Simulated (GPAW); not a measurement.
**A GW chain in GPAW: AlGaN2 (P3m1)**

How does a plane-wave GW calculation on AlGaN2 (P3m1) run from the first input to the gap?

Program: GPAW 26.7.0. Level of theory: LDA and many-body steps on it, plane waves. Results are calculated unless marked as measured.

Report form: the programs' logs are mostly left out.

### 1. Starting point

Symmetry: P3m1, No. 156, trigonal system. The conventional cell has a = 3.145 Å, b = 3.145 Å, c = 5.097 Å, α = 90.00°, β = 90.00°, γ = 120.00°. Nearest to Al lie 4 N at 1.89 to 1.90 Å. Nearest to Ga lie 4 N at 1.93 to 1.96 Å. N has 3 Al at 1.90 Å and 1 Ga at 1.96 Å nearest. N has 1 Al at 1.89 Å and 3 Ga at 1.93 Å nearest. Farther neighbours and most contacts between anions are not listed.

The cell and positions are those that the Materials Project relaxed with its own functionals (PBE, PBE+U or r2SCAN), kept fixed.

### 2. Ground state

This step: GPAW 26.7.0; DFT, LDA, plane waves, PAW.

The ground-state density comes first.

run.py

```python
import json
import numpy as np
from gpaw.mpi import world
from ase import Atoms
from gpaw import GPAW, PW, FermiDirac

atoms = Atoms(['Al', 'Ga', 'N', 'N'],
    cell=[[3.1452826441, 0.0000000000, 0.0000000000],
      [-1.5726413220, 2.7238946718, 0.0000000000],
      [0.0000000000, 0.0000000000, 5.0968937300]],
    scaled_positions=[[0.0000000000, 0.0000000000, 0.9992637700],
      [0.6666666667, 0.3333333333, 0.4971742100],
      [0.6666666667, 0.3333333333, 0.1118036400],
      [0.0000000000, 0.0000000000, 0.6281583900]],
    pbc=(True, True, True))
calc = GPAW(mode=PW(600),
    xc='LDA',
    kpts={'size': (9, 9, 6), 'gamma': True},
    occupations=FermiDirac(0.001),
    nbands=-8,
    convergence={'density': 1e-6, 'bands': -3},
    maxiter=100,
    txt='gs.txt')
atoms.calc = calc
res = {'energy': atoms.get_potential_energy()}
kpts = calc.get_ibz_k_points()
res['kpts'] = kpts
res['eigenvalues'] = [calc.get_eigenvalues(kpt=k) for k in range(len(kpts))]
res['n_electrons'] = calc.get_number_of_electrons()
calc.write('gs.gpw')

if world.rank == 0:
    with open('result.json', 'w') as f:
        json.dump(res, f, default=lambda x: x.tolist())
```

Command:

```console
$ mpirun -n 4 gpaw python run.py
```

Wall time 9 s (4 MPI ranks of Intel Xeon Platinum 8488C (Sapphire Rapids), shared host); peak memory 0.69 GiB; 35 s of CPU time.

This step gave:

* total energy: -29.93 eV
* gap: 2.983 eV
* k of the valence top: 0, 0, 0
* k of the conduction bottom: 0, 0, 0
* least direct gap: 2.983 eV

The gap is direct, at Γ.

### 3. Empty states on the mesh, 3×3×4 mesh, 210 bands

The sums over transitions need many empty states on a uniform mesh; this step solves for them.

run.py

```python
import json
import numpy as np
from gpaw.mpi import world
from gpaw import GPAW

calc = GPAW('gs.gpw').fixed_density(kpts={'size': (3, 3, 4), 'gamma': True},
    parallel={'domain': 1, 'band': 1},
    txt='nscf.txt')
calc.diagonalize_full_hamiltonian(nbands=210)
calc.write('full.gpw', mode='all')
res = {}
kpts = calc.get_ibz_k_points()
res['kpts'] = kpts
res['eigenvalues'] = [calc.get_eigenvalues(kpt=k) for k in range(len(kpts))]
res['n_electrons'] = calc.get_number_of_electrons()

if world.rank == 0:
    with open('result.json', 'w') as f:
        json.dump(res, f, default=lambda x: x.tolist())
```

Command:

```console
$ mpirun -n 4 gpaw python run.py
```

Wall time 11 s (4 MPI ranks); peak memory 1.4 GiB.

Numbers from this step:

* gap: 2.983 eV
* k of the valence top: 0, 0, 0
* k of the conduction bottom: 0, 0, 0
* least direct gap: 2.983 eV
* k points computed: 10
* lowest point of the top converged band, above the valence top: 144.4952 eV

On this mesh the gap is 2.983 eV.

### 4. Screening and self-energy, 3×3×4 mesh, 93 bands, screening to 96 eV

G0W0 replaces the xc potential by the self-energy, built once from these orbitals. Only a window of levels is corrected, while the sums run over the empty bands that the input names.

This step: G0W0 on LDA, plane waves, PAW.

run.py

```python
import json
import numpy as np
from gpaw.mpi import world
from gpaw.response.g0w0 import G0W0

gw = G0W0('full.gpw',
    filename='gw',
    kpts=[0],
    bands=(6, 10),
    ecut=96,
    nbands=93,
    integrate_gamma='WS',
    ppa=True)
gw.calculate()
res = {mode: {k: v for k, v in r.items() if k != 'sigma_eskwn'}
       for mode, r in gw.all_results.items()}

if world.rank == 0:
    with open('result.json', 'w') as f:
        json.dump(res, f, default=lambda x: x.tolist())
```

Command:

```console
$ mpirun -n 4 gpaw python run.py
```

The job ended after 16 s (4 MPI ranks; peak memory 1.1 GiB; 61 s of CPU time).

This step gave:

```
G0W0 gap on the points computed              : 4.507 eV
least direct G0W0 gap on the computed points : 4.507 eV
Z at the valence top                         : 0.7888
Z at the conduction bottom                   : 0.8174
starting gap on the mesh                     : 2.983 eV
k of the valence top                         : 0, 0, 0
k of the conduction bottom                   : 0, 0, 0
```

The gap on the mesh goes from 2.98 eV to 4.51 eV, a correction of +1.52 eV.

Limits: finite bands, cutoff and mesh; no spin-orbit coupling; coarse k mesh. v1 is the top filled band, c1 the lowest empty one. The levels before and after the correction (eV, zero at the valence-band top of each column):

```
           conduction bottom  valence top
Kohn-Sham               2.98         0.00
     G0W0               4.51         0.00
```

```
             level  energy (eV)
Kohn-Sham  Γ v2-v1        0.000
Kohn-Sham     Γ c1        2.983
Kohn-Sham     Γ c2        5.542
     G0W0  Γ v2-v1        0.000
     G0W0     Γ c1        4.507
     G0W0     Γ c2        7.161
```

### 5. Where the time went

Times are wall times on 4 MPI ranks of Intel Xeon Platinum 8488C (Sapphire Rapids), shared host, good to a factor of about two.

```
                     step  time  share  memory (GiB)
             ground state   9 s   25 %          0.69
 empty states on the mesh  11 s   31 %           1.4
screening and self-energy  16 s   44 %           1.1
```

### 6. Outcome

| Property | Result |
| --- | --- |
| LDA gap | 2.98 eV, direct |
| G0W0 gap on the mesh | 4.51 eV |
| GW settings | 3×3×4 mesh, 93 bands, screening to 96 eV, Godby-Needs plasmon pole |
| known limits | not at the basis limit; no spin-orbit coupling; coarse k mesh |

In words: G0W0 moves the gap on the mesh from 2.98 eV to 4.51 eV (+1.52 eV), with Z of 0.79 and 0.82 at the edges. Only 1 of the mesh's irreducible points was corrected, so a valley elsewhere could overtake. Bands and cutoff are finite, so the gap is not at the basis limit. The miss can reach some tenths of an eV and take either sign; the mesh is an error of its own. These stock PAW sets were not made for GW; the filled d or f shell of Ga lies in the frozen core, which bears on start and correction. In the G0W0 run levels were corrected at 1 k point alone, so a gap called «on the mesh» is the least over those, and an edge elsewhere would be missed. The 3×3×4 mesh is coarse for this cell, which bears on the long-range parts of exchange and screening. The many-body steps are scalar-relativistic: spin-orbit coupling is not in them.

[Paths, hosts, dates, memory and timing lines, banners, echoed tables and standing remarks are left out of the program output.]

[Logs are printed without paths, hosts, clocks, repeated set-up lines and the standing remarks that a program may print on its own settings, such as how far it seeks lower states.]

[Runs of the session that timed out or met a known fault of the program may be left out.]

[Hosts, paths, dates, database ids (printed as entryN), source tags and the programs' standing remarks are cut or masked in the printed files.]
